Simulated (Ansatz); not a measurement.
## Photoemission of Si(111) with Cl on 75 % of the top atoms and H on the rest

Aim: core-level components, unfolded bands and work function of Si(111) with Cl on 75 % of the top atoms and H on the rest.

Main program and level: Ansatz 0.2.0; DFT, PBE, plane-wave PAW, default files, scalar-relativistic.

Most raw output is cut from this account.

## 1. The starting structure

The cell holds 32 atoms: 3 Cl, 5 H and 24 Si. Cell: a = 7.679 Å, b = 7.679 Å, c = 24.594 Å, α = 90.0°, β = 90.0°, γ = 60.0°. It derives from Si. How the cell was made: terminated face; group: Cl; share of top atoms: 0.75; rest: H; oxygen in back bonds: 0; lower face: H. Regions: ad, 4 atoms (3 Cl and 1 H); L1, 4 atoms (4 Si); L2, 4 atoms (4 Si); L3, 4 atoms (4 Si); mid, 4 atoms (4 Si); rest, 12 atoms (8 Si and 4 H). Vacuum lies along c.

## 2. Relaxing the atoms

The cut or typed positions aren't at rest, and spectra shift with geometry, so the relaxation comes first. 12 atoms are held to stand for the bulk. A dipole correction cancels the field between unlike faces.

input.yaml

```yaml
crystal:
  lattice:
    - [7.6791796437, 0.0, 0.0]
    - [3.8395898218, 6.6503646517, 0.0]
    - [0.0, 0.0, 24.5937769138]
  atoms:
    - { symbol: Cl, position: [0.0, 0.0, 0.715375153] }
    - { symbol: Cl, position: [0.5, 0.0, 0.715375153] }
    - { symbol: Cl, position: [0.0, 0.5, 0.715375153] }
    - { symbol: H, position: [0.5, 0.5, 0.686506061] }
    - { symbol: Si, position: [0.0, 0.0, 0.630800912] }
    - { symbol: Si, position: [0.5, 0.0, 0.630800912] }
    - { symbol: Si, position: [0.0, 0.5, 0.630800912] }
    - { symbol: Si, position: [0.5, 0.5, 0.630800912] }
[... 20 atom lines left out ...]
    - { symbol: H, position: [0.0, 0.0, 0.284624847] }
    - { symbol: H, position: [0.5, 0.0, 0.284624847] }
    - { symbol: H, position: [0.0, 0.5, 0.284624847] }
    - { symbol: H, position: [0.5, 0.5, 0.284624847] }
kpoints:
  mp_grid: { grid: [3, 3, 1] }
scf:
  occupations: { method: fermi_dirac, width: 0.02 }
  n_extra_bands: 23
hamiltonian:
  xc: pbe
  pseudopotentials: { kind: paw }
output:
  forces: true
  write_potential: true
  volumetric_format: []
efield:
  axis: 3
  dipole_correction: true
relax:
  f_tol: 0.03
  max_steps: 70
  constraints: [{ sites: [20, 21, 22, 23, 24, 25, 26, 27, 28, 29, 30, 31] }]
```

Started as:

```console
> ansatz run input.yaml --threads 4 --pin off --max-ram 11264MiB --backend cpu --events-out ev --progress --plain --runs-dir out
```

Elapsed: 39 s, on 4 threads of Arm Neoverse V1, shared host; peak memory 1.8 GiB; 2.5 min of CPU time.

Step by step:

| step | energy less that of the first step (eV) | largest force component (eV/Å) |
| --- | --- | --- |
| 1 | 0.0000 | 2.8152 |
| 2 | -0.1488 | 1.0730 |
| 3 | -0.1769 | 0.1045 |
| 4 | -0.1773 | 0.0067 |

The run keeps the 6 symmetry operations that it works with, so distortions that break them were not tested.

The atoms that moved most (Å):

```
atom      dx      dy     dz  length
  H4   0.000   0.000  0.189   0.189
 Si8   0.000   0.000  0.062   0.062
Si10   0.010   0.006  0.041   0.043
 Si9  -0.010   0.006  0.041   0.043
Si12   0.000  -0.011  0.041   0.043
Si11   0.000   0.000  0.035   0.035
 Cl3   0.000   0.001  0.026   0.026
 Cl2   0.001   0.000  0.026   0.026
```

This step gave:

```yaml
free_energy: -18580.7756 eV
fermi_energy: 0.2703 eV
symmetry_operations: 6
gap_on_the_k_mesh: 1.066 eV
ionisation_potential_upper_face: 5.657 eV
upper_vacuum_level_less_the_lowest_empty_level_kohn_sham_affinity: 4.591 eV
ionisation_potential_lower_face: 4.629 eV
```

The relaxation ends 5.5 meV an atom lower, with a largest force component of 0.0067 eV/Å on the free atoms.

## 3. Bands by layer

The main run: bands along the zone's path, each state's share in the top and middle regions, the DOS and the planar potential. The cell holds 4 small cells, so the bands are unfolded.

input.yaml

```yaml
crystal:
  lattice:
    - [7.6791796437, 0.0, 0.0]
    - [3.8395898218, 6.6503646517, 0.0]
    - [0.0, 0.0, 24.5937769138]
  atoms:
    - { symbol: Cl, position: [-5.46755e-05, -5.46755e-05, 0.7164487335] }
    - { symbol: Cl, position: [0.500109351, -5.46755e-05, 0.7164487335] }
    - { symbol: Cl, position: [-5.46755e-05, 0.500109351, 0.7164487335] }
    - { symbol: H, position: [0.5, 0.5, 0.694211199] }
    - { symbol: Si, position: [0.0002237695, 0.0002237695, 0.6317872005] }
    - { symbol: Si, position: [0.4995524611, 0.0002237695, 0.6317872005] }
    - { symbol: Si, position: [0.0002237695, 0.4995524611, 0.6317872005] }
    - { symbol: Si, position: [0.5, 0.5, 0.6333292478] }
[... 20 atom lines left out ...]
    - { symbol: H, position: [0.0, 0.0, 0.284624847] }
    - { symbol: H, position: [0.5, 0.0, 0.284624847] }
    - { symbol: H, position: [0.0, 0.5, 0.284624847] }
    - { symbol: H, position: [0.5, 0.5, 0.284624847] }
kpoints:
  mp_grid: { grid: [3, 3, 1] }
scf:
  occupations: { method: fermi_dirac, width: 0.02 }
  n_extra_bands: 36
hamiltonian:
  xc: pbe
  pseudopotentials: { kind: paw }
output:
  forces: true
  write_potential: true
  volumetric_format: []
  dos:
    projected:
      site_lists:
        adsorbate: [0, 1, 2, 3]
        layer_1: [4, 5, 6, 7]
        layer_2: [8, 9, 10, 11]
        layer_3: [12, 13, 14, 15]
        middle: [16, 17, 18, 19]
        other_layers: [20, 21, 22, 23, 24, 25, 26, 27, 28, 29, 30, 31]
    de: 0.05
    e_range: [-30, 12]
    method: { smearing: { sigma: 0.12, scheme: gaussian } }
  eigenstates:
    kpoints:
      - [0.33333333, -0.33333333, 0.0]
      - [0.25, -0.375, 0.0]
      - [0.16666667, -0.41666667, 0.0]
      - [0.08333333, -0.45833333, 0.0]
      - [0.0, 0.5, 0.0]
      - [-0.08333333, 0.45833333, 0.0]
      # [... 29 more points ...]
      - [0.25, 0.5, 0.0]
      - [0.29166667, -0.41666667, 0.0]
    e_range: [-8.0, 6.0]
    unfold:
      supercell_matrix: [[2, 0, 0], [0, 2, 0], [0, 0, 1]]
      layers:
        axis: 3
        edges: [0.121982, 0.385166, 0.401057, 0.600016, 0.616969, 0.879089]
efield:
  axis: 3
  dipole_correction: true
```

It took 5.3 min on 4 threads; peak memory 4.8 GiB; 21 min of CPU time.

This step gave:

* Fermi energy: 0.2697 eV
* zero of energy: valence-band maximum
* share of occupied states in no projected shell: 0.0111 of the occupied states in the window

A(k,E), total over k along the path and E. Zero: valence-band maximum.

Values in eV⁻¹, 12 rows by 16 columns, each cell a mean:
```
2.2 2.4 3.8 3.9 3.0 3.2 1.5 1.9 4.3 3.0 2.7 2.1 1.6 1.4 3.2 2.4
0.5 1.5 2.1 3.1 4.0 4.4 5.9 5.5 3.0 2.1 1.4 1.5 1.8 2.4 1.6 0.5
2.5 1.8 1.9 1.9 2.2 2.9 2.6 2.9 3.0 2.0 1.9 1.4 1.1 2.3 2.0 2.6
0.2 0.1 0.1 0.1 0.1 0.2 1.0 0.6 0.4 1.1 1.7 2.4 2.7 1.5 0.7 0.2
0.0 0.0 0.0 0.0 0.1 0.2 1.0 0.6 0.1 0.1 0.1 0.2 0.2 0.1 0.0 0.0
0.0 0.1 0.1 0.2 1.3 3.2 4.5 4.2 2.3 1.2 0.9 0.3 0.2 0.1 0.1 0.0
0.9 1.0 1.2 2.5 2.9 3.1 1.5 2.2 3.3 2.7 2.5 2.5 2.7 1.9 1.1 0.9
1.9 2.4 3.3 2.7 2.7 1.6 1.1 1.2 2.0 2.6 2.2 2.4 2.3 2.7 2.5 2.0
3.2 3.3 2.8 2.5 1.9 1.1 1.0 1.0 1.3 2.2 2.0 2.0 2.1 2.6 3.2 3.2
1.8 1.4 1.1 1.1 0.3 0.2 0.2 0.2 0.2 0.7 1.3 1.0 0.9 1.0 1.6 1.8
0.2 0.9 1.2 1.0 1.0 1.0 0.8 0.9 1.0 1.0 1.1 1.0 0.1 0.1 0.2 0.2
1.8 1.2 1.2 0.9 0.9 0.9 1.0 1.0 0.8 0.9 1.1 1.4 1.9 2.0 2.0 2.0
```
Columns: k along the path (Å⁻¹) from 0 to 2.58; rows upwards: E (eV) from -7.17 to 5.00.

A(k,E), top over k along the path and E. Zero: valence-band maximum.

Values in eV⁻¹, 12 rows by 16 columns, each cell a mean:
```
0.52 0.47 0.73 0.70 0.51 0.67 0.45 0.51 0.76 0.45 0.46 0.39 0.33 0.33 0.69 0.56
0.13 0.29 0.37 0.52 0.69 0.78 1.04 0.95 0.47 0.37 0.27 0.32 0.35 0.41 0.28 0.12
0.41 0.30 0.33 0.34 0.39 0.49 0.39 0.46 0.54 0.42 0.38 0.26 0.20 0.43 0.33 0.42
0.03 0.04 0.03 0.02 0.03 0.05 0.21 0.13 0.09 0.17 0.29 0.41 0.46 0.24 0.12 0.04
0.01 0.01 0.01 0.01 0.01 0.04 0.22 0.14 0.03 0.02 0.02 0.03 0.03 0.01 0.01 0.01
0.02 0.02 0.03 0.06 0.30 0.61 0.65 0.69 0.50 0.28 0.24 0.10 0.06 0.04 0.02 0.02
0.34 0.31 0.39 0.63 0.56 0.52 0.38 0.42 0.58 0.48 0.46 0.57 0.62 0.52 0.38 0.35
0.66 0.80 0.87 0.74 0.88 1.07 1.02 1.07 0.98 1.10 0.90 0.75 0.63 0.61 0.71 0.67
0.89 1.00 1.02 1.01 0.85 0.46 0.36 0.39 0.59 0.82 0.72 0.83 0.87 1.08 1.03 0.90
0.73 0.59 0.46 0.28 0.14 0.11 0.10 0.10 0.11 0.19 0.48 0.46 0.47 0.51 0.69 0.73
0.08 0.17 0.30 0.35 0.39 0.38 0.32 0.34 0.40 0.38 0.33 0.20 0.04 0.05 0.07 0.08
0.31 0.28 0.26 0.19 0.19 0.19 0.20 0.20 0.18 0.19 0.22 0.33 0.37 0.37 0.36 0.34
```
Columns: k along the path (Å⁻¹) from 0 to 2.58; rows upwards: E (eV) from -7.17 to 5.00.

A(k,E), middle over k along the path and E. Zero: valence-band maximum.

Ten even steps from '_' (0.01 eV⁻¹) to '@' (2.82 eV⁻¹), each cell a mean:
```
--::==++--==----++**..________==**--................::==----
..::::--%%%%%%**::..++::....--****++++++**++------::====--::
____..::--++**++####++@@@@@@%%**==--::........::--==::::____
__::--::....::======########**++==::==--::::::::::--**--::__
++==--==++++++++++####==----**++--::--==--..____::------++++
----::::....________..======::::==::::::--++====--++--------
________________________..________::--::::::::--++::________
________________________________________..--==--____________
________________________..__________________________________
__________________..==++****==--::__________________________
______________..----++##%%@@++::..::::::..__________________
______..::::--==++##**++--==####**====--::--::::::..________
------....::==--------______::----======--============::----
::::--========--==--__________..--::::::==++++==++====----::
------======--::::______________..::::::::::::::::--::------
....::::....::::..................................::----::..
----==----::::--..______________..--::..............::------
--::..____::::______________________....______________..::--
________::..____......______........__..::__________________
____..--......________________________....::________________
----::..__..::::::::::::::::::::::::::....::::--==========--
::......--..__________________________..::....::::......::::
```
Columns: k along the path (Å⁻¹) from 0 to 2.58; rows upwards: E (eV) from -7.17 to 5.00.

A(k,E), bottom over k along the path and E. Zero: valence-band maximum.

Ten even steps from '_' (0.01 eV⁻¹) to '@' (2.51 eV⁻¹), each cell a mean:
```
==--::----==--==++++..______..--**++------::........::----==
..::::::==++++++::==##------++##**++==----::........====::..
____....::--==--====++@@@@@@##==::....____..::::::::::..____
__......____..::======----------::................::--....__
::::......::::::::--==--::::==--::....::..______..::....::::
______________________..::::____..::::::----------::....____
____________________________________..........::..__________
__________________________________________......____________
____________________________________________________________
____________________::==**++--....__________________________
________________::--++++--++++----......____________________
________......----==--::....--==----==--::::....____________
__________..::::::::..________::::....::::::------::..______
........::----..--::____________::........::::::::--::......
--::::--==::..::..______________..--....________....::--::::
::--==--..::--..__..................----............--==--::
++==------..__..__________________......::----====------==++
____________________________________________________________
________..____..................::..____..__________________
______..__....______________________....__..________________
..........__..........::....::................::::::::::::..
________....____________________________......______________
```
Columns: k along the path (Å⁻¹) from 0 to 2.58; rows upwards: E (eV) from -7.17 to 5.00.

Peaks of A(k,E) at the labelled points: for each region the eleven nearest the zero at most, each over 6 % of that point's highest, less those above the energy where the solved bands run out; weight and spread sum the levels within three half widths or 0.3 eV, so near peaks share levels. Peaks of the spectral function, the first 40 of 132 rows:

| point | weight on | E (eV) | A (1/eV) | weight near the peak | rms spread of levels (eV) |
| --- | --- | --- | --- | --- | --- |
| K | total | -3.99 | 9.258 | 1.98 | 0.057 |
| K | total | -3.41 | 5.53 | 1.76 | 0.094 |
| K | total | -3.25 | 5.246 | 1.704 | 0.085 |
| K | total | -2.85 | 4.14 | 0.861 | 0.076 |
| K | total | -2.63 | 0.831 | 0.751 | 0.165 |
| K | total | -2.21 | 6.097 | 1.529 | 0.096 |
| K | total | -2.09 | 3.998 | 1.477 | 0.086 |
| K | total | -1.79 | 2.902 | 0.995 | 0.142 |
| K | total | 2.09 | 5.968 | 0.943 | 0.036 |
| K | total | 2.63 | 9.477 | 2.021 | 0.051 |
| K | total | 3.53 | 0.668 | 0.142 | 0.137 |
| K | top | -3.77 | 0.458 | 0.417 | 0.107 |
| K | top | -3.41 | 3.32 | 0.594 | 0.067 |
| K | top | -2.85 | 2.086 | 0.455 | 0.078 |
| K | top | -2.63 | 0.386 | 0.36 | 0.121 |
| K | top | -2.41 | 0.29 | 0.21 | 0.153 |
| K | top | -2.21 | 1.156 | 0.353 | 0.111 |
| K | top | -2.09 | 1.078 | 0.342 | 0.097 |
| K | top | -1.79 | 1.35 | 0.388 | 0.139 |
| K | top | 2.09 | 1.222 | 0.196 | 0.042 |
| K | top | 2.63 | 1.303 | 0.291 | 0.054 |
| K | top | 2.73 | 0.847 | 0.291 | 0.053 |
| K | middle | -3.99 | 1.987 | 0.42 | 0.068 |
| K | middle | -3.77 | 0.413 | 0.431 | 0.094 |
| K | middle | -3.41 | 1.113 | 0.541 | 0.085 |
| K | middle | -3.25 | 2.076 | 0.53 | 0.075 |
| K | middle | -2.85 | 1.364 | 0.274 | 0.073 |
| K | middle | -2.21 | 3.167 | 0.826 | 0.095 |
| K | middle | -2.09 | 2.312 | 0.791 | 0.081 |
| K | middle | -1.79 | 1.275 | 0.505 | 0.141 |
| K | middle | 2.09 | 3.985 | 0.628 | 0.03 |
| K | middle | 2.63 | 5.034 | 1.068 | 0.051 |
| K | middle | 4.09 | 1.479 | 0.36 | 0.093 |
| K | bottom | -4.59 | 0.418 | 0.118 | 0.088 |
| K | bottom | -4.41 | 0.526 | 0.118 | 0.088 |
| K | bottom | -4.01 | 4.524 | 0.945 | 0.034 |
| K | bottom | -3.41 | 0.965 | 0.547 | 0.088 |
| K | bottom | -3.27 | 2.146 | 0.544 | 0.086 |
| K | bottom | -2.85 | 0.469 | 0.081 | 0.062 |
| K | bottom | -2.21 | 1.297 | 0.252 | 0.074 |

The DOS has structure finer than the step of the table below, so its rows give means over 1 eV, whole bins alone (the curve runs from -17.5 to 4.71 eV). Peaks (eV: height): total -6.6: 29.3, -2.7: 32.9, -1.6: 28.8, 4.3: 43.1; Si 3p -2.7: 21.0, -2.2: 19.2, -1.6: 23.1, 4.3: 22.6; Si 3s -10.6: 8.10, -9.6: 10.2, -9.0: 11.9, -6.6: 11.8; Cl 3p -4.4: 5.64, -3.7: 5.64, -3.4: 7.90, -2.7: 8.76; H 1s -6.5: 1.60, -5.5: 1.27, -4.0: 2.92, 4.2: 1.23.

Table of DOS by E, zero at the valence-band maximum; means over each step; values in states/eV/cell:

```csv
E (eV),total,Si 3p,Si 3s,Cl 3p,H 1s,Cl 3s
-16,4.21,0.369,0.273,0.0418,3.5e-4,3.51
-15,1.79,0.150,0.107,0.0178,5.7e-5,1.51
-14,0,0,0,0,0,0
-13,0,0,0,0,0,0
-12,0.174,0.0107,0.158,4.1e-4,0.00311,8.3e-4
-11,3.89,0.762,2.97,0.0183,0.0850,0.0310
-10,7.53,1.93,5.20,0.0679,0.200,0.0784
-9,8.34,2.31,5.51,0.115,0.261,0.0828
-8,4.86,1.41,2.81,0.194,0.323,0.0809
-7,9.88,4.23,4.39,0.508,0.535,0.107
-6,7.95,3.52,2.85,0.801,0.586,0.0870
-5,4.52,2.19,0.905,0.961,0.352,0.0521
-4,18.2,11.1,1.27,3.99,1.55,0.0520
-3,21.1,13.1,0.914,6.10,0.750,0.00495
-2,18.5,14.9,0.697,2.36,0.308,0.00220
-1,9.10,7.83,0.124,0.772,0.225,0.00240
0,1.96,1.82,3.2e-4,0.0865,2.9e-5,0
1,2.10,1.17,0.572,0.0275,0.0286,0.00477
2,12.0,6.50,3.09,0.348,0.252,0.0587
3,19.8,11.4,3.39,0.412,0.651,0.0803
4,25.1,14.1,3.08,0.268,0.709,0.0471
```

Simulated valence spectra by photon energy, shown to 13 eV, since a deeper line would dwarf them at some energies; the 100 % can be that line's tail at the edge; this run's widths, added to any smearing of the DOS itself: Gaussian 0.3 eV, Lorentzian 0.05 eV plus 0.03 an eV of depth. Intensity against binding energy, zero at the valence-band maximum; values in % of the maximum within 13 eV:

| binding energy (eV) | 21.2 eV | 60 eV | 1486.7 eV | 5414.7 eV |
| --- | --- | --- | --- | --- |
| -1.0 | 0.397 | 0.526 | 0.643 | 0.591 |
| -0.5 | 0.576 | 0.805 | 0.915 | 0.776 |
| 0.0 | 2.12 | 4.39 | 3.97 | 2.46 |
| 0.5 | 5.52 | 11.0 | 9.83 | 5.72 |
| 1.0 | 16.1 | 27.0 | 24.4 | 14.5 |
| 1.5 | 41.3 | 57.9 | 57.0 | 37.1 |
| 2.0 | 41.3 | 53.6 | 55.0 | 37.4 |
| 2.5 | 64.2 | 67.4 | 70.4 | 47.1 |
| 3.0 | 82.9 | 84.0 | 81.4 | 52.8 |
| 3.5 | 84.8 | 86.2 | 85.5 | 58.9 |
| 4.0 | 60.0 | 64.1 | 66.8 | 50.0 |
| 4.5 | 50.6 | 57.6 | 58.5 | 46.1 |
| 5.0 | 11.8 | 14.1 | 20.1 | 21.3 |
| 5.5 | 21.6 | 24.4 | 36.6 | 41.2 |
| 6.0 | 15.2 | 23.3 | 46.0 | 59.2 |
| 6.5 | 18.3 | 31.8 | 68.4 | 91.5 |
| 7.0 | 7.69 | 14.2 | 32.5 | 44.8 |
| 7.5 | 7.79 | 14.8 | 35.2 | 49.6 |
| 8.0 | 5.87 | 12.2 | 33.7 | 49.7 |
| 8.5 | 5.28 | 13.8 | 42.0 | 63.1 |
| 9.0 | 6.92 | 20.7 | 65.6 | 99.7 |
| 9.5 | 5.25 | 17.7 | 62.0 | 95.7 |
| 10.0 | 3.79 | 12.9 | 43.7 | 67.4 |
| 10.5 | 2.94 | 10.8 | 40.0 | 62.6 |
| 11.0 | 1.28 | 5.69 | 22.1 | 34.9 |
| 11.5 | - | 3.43 | 14.0 | 22.3 |
| 12.0 | - | 1.41 | 4.83 | 7.56 |
| 12.5 | - | 1.07 | 3.21 | 4.97 |

(Part 1 of 2 ends here.)

[Logs are printed without paths, hosts, clocks, repeated set-up lines and the standing remarks that a program may print on its own settings, such as how far it seeks lower states.]

[Hosts, paths, dates, database ids (printed as entryN), source tags and the programs' standing remarks are cut or masked in the printed files.]

[Maps of the electrostatic potential energy from Ansatz leave out the sawtooth potential of an applied field or a dipole correction, so their vacuum need not be flat; work functions include it.]
